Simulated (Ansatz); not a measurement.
# Band gap of CsCu2I3 (Cmcm) from density functionals to GW

What gap does each level of theory give for CsCu2I3 (Cmcm), and in what time?

Main program and level: Ansatz 0.2.0; density functionals, hybrids and G0W0, plane waves, PAW.

Report form: the programs' logs are mostly left out.

In doubt: one-shot GW on d or f shells is unsure (steps 7, 8, 9), so the values of those runs are not to be relied on; masses and optical values from hybrid runs of this build are listed as unsure (steps 8, 9), which bears on the screening that GW takes from such a start.

## Step 1: Set-up

It takes space group Cmcm (No. 63, orthorhombic). The conventional cell has a = 10.548 Å, b = 13.172 Å, c = 6.097 Å, α = 90.00°, β = 90.00°, γ = 90.00°. Nearest to Cs lie 10 I at 3.88 to 4.47 Å. Nearest to Cu lie 4 I at 2.60 to 2.70 Å. Nearest to I lie 4 Cu at 2.70 Å and 2 Cs at 4.09 Å. Nearest to I lie 2 Cu at 2.60 Å and 4 Cs at 3.88 to 4.47 Å. Farther neighbours and most contacts between anions are not listed.

The cell and positions come from the Crystallography Open Database and are kept as given unless a step says otherwise. Spin-orbit coupling is left out unless a step names it. The default PAW set here is soft_2. Its files were made with PBE.

## Step 2: LDA on the 4×4×4 mesh

This step: DFT, LDA, plane waves, PAW.

File input.yaml:

```yaml
crystal:
  lattice:
    - [5.27395, -6.58625, 0.0]
    - [5.27395, 6.58625, 0.0]
    - [0.0, 0.0, 6.09718]
  atoms:
    - { symbol: Cs, position: [0.3278, 0.6722, 0.25] }
    - { symbol: Cs, position: [0.6722, 0.3278, 0.75] }
    - { symbol: Cu, position: [0.851, 0.851, 0.0] }
    - { symbol: Cu, position: [0.149, 0.149, 0.5] }
    - { symbol: Cu, position: [0.149, 0.149, 0.0] }
    - { symbol: Cu, position: [0.851, 0.851, 0.5] }
    - { symbol: I, position: [0.8796, 0.1204, 0.25] }
    - { symbol: I, position: [0.1204, 0.8796, 0.75] }
    - { symbol: I, position: [0.836, 0.598, 0.25] }
    - { symbol: I, position: [0.164, 0.402, 0.75] }
    - { symbol: I, position: [0.598, 0.836, 0.75] }
    - { symbol: I, position: [0.402, 0.164, 0.25] }
kpoints:
  mp_grid: { grid: [4, 4, 4] }
  band_path:
    path:
      - [0.0, 0.0, 0.0]
      - [-0.5, 0.5, 0.0]
      - [-0.41030077, 0.58969923, 0.0]
      - [0.41030077, 0.41030077, 0.0]
      - [0.0, 0.0, 0.5]
      - [0.41030077, 0.41030077, 0.5]
      - [-0.41030077, 0.58969923, 0.5]
      - [-0.5, 0.5, 0.5]
    npoints: 1
hamiltonian:
  xc: lda
scf:
  occupations: { method: fixed }
  n_extra_bands: 8
output:
  eigenvalues: true
  forces: true
  stress: true
```

Run with:

```console
$ ansatz run input.yaml --threads 24 --pin off --max-ram 82944MiB --backend cuda --events-out ev --progress --plain --runs-dir out --devices 1 --max-vram 78GiB
```

Elapsed: 1.9 s, on 1 × NVIDIA GB200 (shared by 2 runs) with 24 threads of Arm Neoverse V2, shared host; peak memory 1 GiB; 8.9 s of CPU time.

Numbers from this step:

```
pressure             : -2.782 GPa
gap                  : 1.775 eV
valence top at       : Γ
conduction bottom at : Γ
least direct gap     : 1.775 eV
```

Over mesh and listed points the gap is 1.775 eV, direct, at k = Γ.

## Step 3: r2SCAN on the 4×4×4 mesh

Levels along a band path and on the mesh show where this functional puts the band edges.

This step: DFT, r2SCAN, plane waves, PAW.

input.yaml, the sections that differ from step 2:

```yaml
kpoints:
  mp_grid: { grid: [4, 4, 4] }
  band_path:
    path:
      - [[0.0, 0.0, 0.0], [-0.5, 0.5, 0.0], [-0.41030077, 0.58969923, 0.0]]
      - [[0.41030077, 0.41030077, 0.0], [0.0, 0.0, 0.0], [0.0, 0.0, 0.5], [0.41030077, 0.41030077, 0.5]]
      - [[-0.41030077, 0.58969923, 0.5], [-0.5, 0.5, 0.5], [-0.5, 0.5, 0.0]]
      - [[0.0, 0.0, 0.0], [0.0, 0.5, 0.0], [0.0, 0.5, 0.5], [0.0, 0.0, 0.5], [-0.5, 0.5, 0.5]]
    npoints: 10
hamiltonian:
  xc: r2scan
scf:
  occupations: { method: fermi_dirac, width: 0.02 }
  n_extra_bands: 8
# crystal, output: as in step 2
```

Elapsed: 4.8 s, on 1 × NVIDIA GB200 (shared by 2 runs) with 24 threads; peak memory 1.6 GiB.

Numbers from this step:

- pressure: -0.1026 GPa
- filled bands: 98
- gap: 2.497 eV
- valence top at: Γ
- conduction bottom at: Γ
- least direct gap: 2.497 eV

Over mesh and path the gap is 2.497 eV, direct, at k = Γ. r2SCAN against LDA: 2.497 − 1.775 = +0.722 eV. The runs also differ in plane-wave cutoff (420 eV and 500 eV), so how much of this comes from the functional alone is not known.

## Step 4: r2SCAN+SOC on the 4×4×4 mesh

This run has two-component orbitals with spin-orbit coupling.

This step: DFT, r2SCAN with spin-orbit coupling, plane waves, PAW.

input.yaml, the sections that differ from step 3:

```yaml
kpoints:
  mp_grid: { grid: [4, 4, 4] }
  band_path:
    path:
      - [0.0, 0.0, 0.0]
      - [-0.5, 0.5, 0.0]
      - [-0.41030077, 0.58969923, 0.0]
      - [0.41030077, 0.41030077, 0.0]
      - [0.0, 0.0, 0.5]
      - [0.41030077, 0.41030077, 0.5]
      - [-0.41030077, 0.58969923, 0.5]
      - [-0.5, 0.5, 0.5]
    npoints: 1
scf:
  occupations: { method: fixed }
  n_extra_bands: 16
magnetization:
  noncollinear: true
  spin_orbit: true
# crystal, hamiltonian, output: as in step 3
```

Elapsed: 6.6 s, on 1 × NVIDIA GB200 (shared by 2 runs) with 24 threads; peak memory 2.3 GiB; 53 s of CPU time.

This step gave:

```yaml
pressure: -0.07275 GPa
gap: 2.407 eV
valence_top_at: Γ
conduction_bottom_at: Γ
least_direct_gap: 2.407 eV
```

Over mesh and listed points the gap is 2.407 eV, direct, at k = Γ. r2SCAN+SOC against r2SCAN: 2.407 − 2.497 = −0.090 eV, with the same mesh, set of files (read in its fully relativistic form for the spin-orbit run) and cutoff, and both edges at the same k points. The spin-orbit run sees mesh and listed points alone, so its gap is an upper bound: the coupling can move an edge off these points, and the change over the zone, its sign included where it is small, is not known.

## Step 5: HSE06 on the 2×2×2 mesh

HSE06 mixes in a quarter of exact exchange at short range.

This step: DFT, HSE06, plane waves, PAW.

input.yaml, as its differences from that of step 4:

```diff
@@ -19,3 +19,3 @@
 kpoints:
-  mp_grid: { grid: [4, 4, 4] }
+  mp_grid: { grid: [2, 2, 2] }
   band_path:
@@ -32,12 +32,7 @@
 hamiltonian:
-  xc: r2scan
+  xc: hse06
 scf:
   occupations: { method: fixed }
-  n_extra_bands: 16
-magnetization:
-  noncollinear: true
-  spin_orbit: true
+  n_extra_bands: 8
 output:
   eigenvalues: true
-  forces: true
-  stress: true
```

It took 13 s on 1 × NVIDIA GB200 (shared by 2 runs) with 24 threads; peak memory 1.9 GiB; 97 s of CPU time.

Numbers from this step:

| Property | Result |
| --- | --- |
| gap | 3.363 eV |
| valence top at | Γ |
| conduction bottom at | Γ |
| least direct gap | 3.363 eV |
| exact-exchange fraction | 0.25 |

Over mesh and listed points the gap is 3.363 eV, direct, at k = Γ. HSE06 against LDA: 3.363 − 1.775 = +1.588 eV. The runs also differ in mesh (4×4×4 and 2×2×2), so how much of this comes from the functional alone is not known.

## Step 6: PBE0 on the 2×2×2 mesh

PBE0 mixes in a quarter of exact exchange at all distances.

This step: DFT, PBE0, plane waves, PAW.

input.yaml, as its differences from that of step 5:

```diff
@@ -32,3 +32,3 @@
 hamiltonian:
-  xc: hse06
+  xc: pbe0
 scf:
```

Wall time 11 s (1 × NVIDIA GB200 (shared by 2 runs) with 24 threads); peak memory 1.8 GiB.

Numbers from this step:

```
gap                     : 4.052 eV
valence top at          : Γ
conduction bottom at    : Γ
least direct gap        : 4.052 eV
exact-exchange fraction : 0.25
```

Over mesh and listed points the gap is 4.052 eV, direct, at k = Γ. PBE0 against HSE06: 4.052 − 3.363 = +0.689 eV, with the same mesh, files and cutoff, and both edges at the same k points.

## Step 7: G0W0@r2SCAN, 2×2×2 mesh, 961 empty bands, screening to 100 eV

G0W0 replaces the xc potential by a self-energy built once from the orbitals of the start. Levels are corrected in the window of bands that the input names, at points of the mesh.

This step: G0W0 on r2SCAN, plane waves, PAW.

input.yaml, as its differences from that of step 6:

```diff
@@ -20,19 +20,11 @@
   mp_grid: { grid: [2, 2, 2] }
-  band_path:
-    path:
-      - [0.0, 0.0, 0.0]
-      - [-0.5, 0.5, 0.0]
-      - [-0.41030077, 0.58969923, 0.0]
-      - [0.41030077, 0.41030077, 0.0]
-      - [0.0, 0.0, 0.5]
-      - [0.41030077, 0.41030077, 0.5]
-      - [-0.41030077, 0.58969923, 0.5]
-      - [-0.5, 0.5, 0.5]
-    npoints: 1
 hamiltonian:
-  xc: pbe0
+  xc: r2scan
 scf:
   occupations: { method: fixed }
-  n_extra_bands: 8
-output:
-  eigenvalues: true
+gw:
+  n_empty_bands: 961
+  ecut_chi: 100.0
+  qp_bands: [v4, c4]
+  qp_kpoints: band_edges
+  screening: { model: contour_deformation }
```

It took 14 s on 1 × NVIDIA GB200 (shared by 2 runs) with 24 threads; peak memory 4.8 GiB.

Numbers from this step:

- bands summed: 1059
- RPA ε∞ on this mesh (eigenvalues): 3.806, 3.884, 3.942
- plane waves in the screening matrix: 955
- G0W0 gap over the corrected points: 3.354 eV
- k of the valence top: 0, 0, 0
- k of the conduction bottom: 0, 0, 0
- starting gap on the mesh: 2.496 eV
- Z at the valence top: 0.7357
- Z at the conduction bottom: 0.8227
- least direct G0W0 gap over the corrected points: 3.354 eV

Over all 6 irreducible mesh points the G0W0 gap is 3.354 eV, direct, at k = Γ. The r2SCAN gap of this run on the mesh is 2.496 eV. The two states that bound the G0W0 gap lie that far apart at the start, so the correction of the gap is 3.354 − 2.496 = +0.858 eV.

## Step 8: G0W0@HSE06, 2×2×2 mesh, 447 empty bands, screening to 60 eV

This step: G0W0 on HSE06, plane waves, PAW.

input.yaml, as its differences from that of step 7:

```diff
@@ -21,3 +21,3 @@
 hamiltonian:
-  xc: r2scan
+  xc: hse06
 scf:
@@ -25,4 +25,4 @@
 gw:
-  n_empty_bands: 961
-  ecut_chi: 100.0
+  n_empty_bands: 447
+  ecut_chi: 60
   qp_bands: [v4, c4]
```

Elapsed: 31 s, on 1 × NVIDIA GB200 (shared by 2 runs) with 24 threads; peak memory 2.8 GiB; 2.1 min of CPU time.

This step gave:

```
bands summed                                    : 545
RPA ε∞ on this mesh (eigenvalues)               : 3.424, 3.467, 3.516
plane waves in the screening matrix             : 461
G0W0 gap over the corrected points              : 3.945 eV
k of the valence top                            : 0, 0, 0
k of the conduction bottom                      : 0, 0, 0
starting gap on the mesh                        : 3.363 eV
Z at the valence top                            : 0.7856
Z at the conduction bottom                      : 0.8406
least direct G0W0 gap over the corrected points : 3.945 eV
```

Over all 6 irreducible mesh points the G0W0 gap is 3.945 eV, direct, at k = Γ. The HSE06 gap of this run on the mesh is 3.363 eV. The two states that bound the G0W0 gap lie that far apart at the start, so the correction of the gap is 3.945 − 3.363 = +0.582 eV. G0W0@HSE06 against G0W0@r2SCAN with 545 bands (a further run, in the table below): 3.945 − 3.629 = +0.316 eV. The runs also differ in plane-wave cutoff (500 eV and 420 eV), so how much of this comes from the start alone is not known.

## Step 9: G0W0@PBE0, 2×2×2 mesh, 447 empty bands, screening to 60 eV

This step: G0W0 on PBE0, plane waves, PAW.

input.yaml, as its differences from that of step 8:

```diff
@@ -21,3 +21,3 @@
 hamiltonian:
-  xc: hse06
+  xc: pbe0
 scf:
```

The job ended after 33 s (1 × NVIDIA GB200 (shared by 2 runs) with 24 threads; peak memory 2.8 GiB; 2.1 min of CPU time).

This step gave:

```
bands summed                                    : 545
RPA ε∞ on this mesh (eigenvalues)               : 3.205, 3.243, 3.298
plane waves in the screening matrix             : 461
G0W0 gap over the corrected points              : 4.192 eV
k of the valence top                            : 0, 0, 0
k of the conduction bottom                      : 0, 0, 0
starting gap on the mesh                        : 4.052 eV
Z at the valence top                            : 0.7997
Z at the conduction bottom                      : 0.8515
least direct G0W0 gap over the corrected points : 4.192 eV
```

Over all 6 irreducible mesh points the G0W0 gap is 4.192 eV, direct, at k = Γ. The PBE0 gap of this run on the mesh is 4.052 eV. The two states that bound the G0W0 gap lie that far apart at the start, so the correction of the gap is 4.192 − 4.052 = +0.140 eV. G0W0@PBE0 against G0W0@HSE06 with 545 bands: 4.192 − 3.945 = +0.247 eV, with the same mesh, files and cutoffs, and both edges at the same k points. The program's warnings for this run: coarse exchange mesh.

## Step 10: The ladder

Each gap is the least one over the points named; times are wall times on shared hosts, not benchmarks. A G0W0 time includes the run's own self-consistent start. Runs with listed points see these and the mesh alone, so an edge that moves elsewhere is missed. Rows marked * are further runs, not shown as steps, whose inputs differ from the G0W0 step on the same start in the columns given; solver thresholds can differ too.

```
       level   mesh       files, cutoff  bands summed, screening                         points  gap (eV)  valence top  conduction bottom  least direct gap (eV)   time
         LDA  4×4×4  soft_2 PAW, 420 eV                        -         mesh and listed points     1.775            Γ                  Γ                  1.775  1.9 s
      r2SCAN  4×4×4  soft_2 PAW, 500 eV                        -                  mesh and path     2.497            Γ                  Γ                  2.497  4.8 s
  r2SCAN+SOC  4×4×4  soft_2 PAW, 500 eV                        -         mesh and listed points     2.407            Γ                  Γ                  2.407  6.6 s
       HSE06  2×2×2  soft_2 PAW, 420 eV                        -         mesh and listed points     3.363            Γ                  Γ                  3.363   13 s
        PBE0  2×2×2  soft_2 PAW, 420 eV                        -         mesh and listed points     4.052            Γ                  Γ                  4.052   11 s
G0W0@r2SCAN*  2×2×2  soft_2 PAW, 500 eV               256, 30 eV  all 6 irreducible mesh points     4.373            Γ                  Γ                  4.373  6.4 s
G0W0@r2SCAN*  2×2×2  soft_2 PAW, 500 eV               545, 60 eV  all 6 irreducible mesh points     3.629            Γ                  Γ                  3.629  8.4 s
 G0W0@r2SCAN  2×2×2  soft_2 PAW, 500 eV             1059, 100 eV  all 6 irreducible mesh points     3.354            Γ                  Γ                  3.354   14 s
  G0W0@HSE06  2×2×2  soft_2 PAW, 420 eV               545, 60 eV  all 6 irreducible mesh points     3.945            Γ                  Γ                  3.945   31 s
   G0W0@PBE0  2×2×2  soft_2 PAW, 420 eV               545, 60 eV  all 6 irreducible mesh points     4.192            Γ                  Γ                  4.192   33 s
```

## Step 11: Outcome

* LDA, over mesh and listed points: 1.775 eV
* r2SCAN, over mesh and path: 2.497 eV
* r2SCAN+SOC, over mesh and listed points: 2.407 eV
* HSE06, over mesh and listed points: 3.363 eV
* PBE0, over mesh and listed points: 4.052 eV
* G0W0@r2SCAN (1059 bands, 2×2×2), over all 6 irreducible mesh points: 3.354 eV
* G0W0@HSE06, over all 6 irreducible mesh points: 3.945 eV
* G0W0@PBE0, over all 6 irreducible mesh points: 4.192 eV
* known limits: finite bands, screening cutoff and k mesh; no spin-orbit coupling in G0W0; d shells not analysed; screening cutoff under 40 eV in some runs

**Reading.** The rows run from 1.775 eV (LDA) to 4.373 eV (G0W0@r2SCAN (256 bands, 2×2×2)). They differ in mesh, plane-wave cutoff, bands and screening cutoff of G0W0 and the points over which the gap was sought as well as in level, so only pairs that share these are like for like. r2SCAN+SOC against r2SCAN: 2.407 − 2.497 = −0.090 eV, with the same mesh, set of files (read in its fully relativistic form for the spin-orbit run) and cutoff, and both edges at the same k points. The spin-orbit run sees mesh and listed points alone, so its gap is an upper bound: the coupling can move an edge off these points, and the change over the zone, its sign included where it is small, is not known. PBE0 against HSE06: 4.052 − 3.363 = +0.689 eV, with the same mesh, files and cutoff, and both edges at the same k points. G0W0@PBE0 against G0W0@HSE06 with 545 bands: 4.192 − 3.945 = +0.247 eV, with the same mesh, files and cutoffs, and both edges at the same k points. G0W0@r2SCAN (1059 bands, 2×2×2) moves the gap of its own start on the mesh by 3.354 − 2.496 = +0.858 eV, between the same two levels. Both edges that r2SCAN shows over mesh and path lie at k points where levels were corrected. Levels at other points were not corrected, so a lower G0W0 gap elsewhere in the zone is not ruled out. G0W0@HSE06 moves the gap of its own start on the mesh by 3.945 − 3.363 = +0.582 eV, between the same two levels. Both edges that HSE06 shows over mesh and listed points lie at k points where levels were corrected. Levels at other points were not corrected, so a lower G0W0 gap elsewhere in the zone is not ruled out. G0W0@PBE0 moves the gap of its own start on the mesh by 4.192 − 4.052 = +0.140 eV, between the same two levels. Both edges that PBE0 shows over mesh and listed points lie at k points where levels were corrected. Levels at other points were not corrected, so a lower G0W0 gap elsewhere in the zone is not ruled out. What spin-orbit coupling does to the G0W0 levels was not computed, so no sum with the G0W0 gap is formed. For G0W0@r2SCAN: from 256 bands and 30 eV to 1059 bands and 100 eV the gap moves by 3.354 − 4.373 = −1.019 eV (rung by rung 4.373, 3.629, 3.354 eV); bands and screening cutoff rise together, so their parts are not told apart. A line in one over the bands through the two highest rungs gives 3.354 + (3.354 − 3.629) × 545 / (1059 − 545) = 3.062 eV, and through the pair below 3.629 + (3.629 − 4.373) × 256 / (545 − 256) = 2.970 eV. The two differ by 0.092 eV, not under the 0.030 eV asked, so the law does not hold well over these rungs and the limit is not known. The other G0W0 rows are shown at one basis each (545 bands), so their distance from the limit is not known here. For G0W0@PBE0: the program's warnings for this run: coarse exchange mesh. The G0W0 runs are scalar-relativistic. One-shot GW is known to converge slowly in bands for compounds with shallow d shells. The cell holds Cu; the filling of the d shell and its place against the gap were not analysed here. No pair of G0W0 runs that differ in the mesh alone is shown (2×2×2 is a supercell whose nearest images lie 12 Å apart), so the error from the mesh is not known here. G0W0@r2SCAN runs of this series with other atomic data on the same mesh, not shown as steps, give 3.645 eV (hard PAW, 700 eV, 545 bands, screening to 60 eV; the table's row with the same empty bands and screening cutoff has 3.629 eV); where bands and cutoffs differ too, the part of the files is not isolated. A screening cutoff under 40 eV is crude: G0W0@r2SCAN with 256 bands at 30 eV.

[Paths, hosts, dates, memory and timing lines, banners, echoed tables and standing remarks are left out of the program output.]

[Logs are printed without paths, hosts, clocks, repeated set-up lines and the standing remarks that a program may print on its own settings, such as how far it seeks lower states.]

[Runs of the session that timed out or met a known fault of the program may be left out.]

[Cells called generated may have been cut or substituted from an entry of the Crystallography Open Database or the Materials Project.]

[Hosts, paths, dates, database ids (printed as entryN), source tags and the programs' standing remarks are cut or masked in the printed files.]

[Where an RPA ε∞ is given, it is that of the G0W0 mesh and is not shown converged in it. Names of k-points follow the symmetry that the program found, which can be lower than the space group named. Band edges on a path are those of the sampled points; other points can move an edge, and change direct to indirect where valleys lie close.]

[Hybrid gaps are those of their k-mesh and are not shown converged in it.]
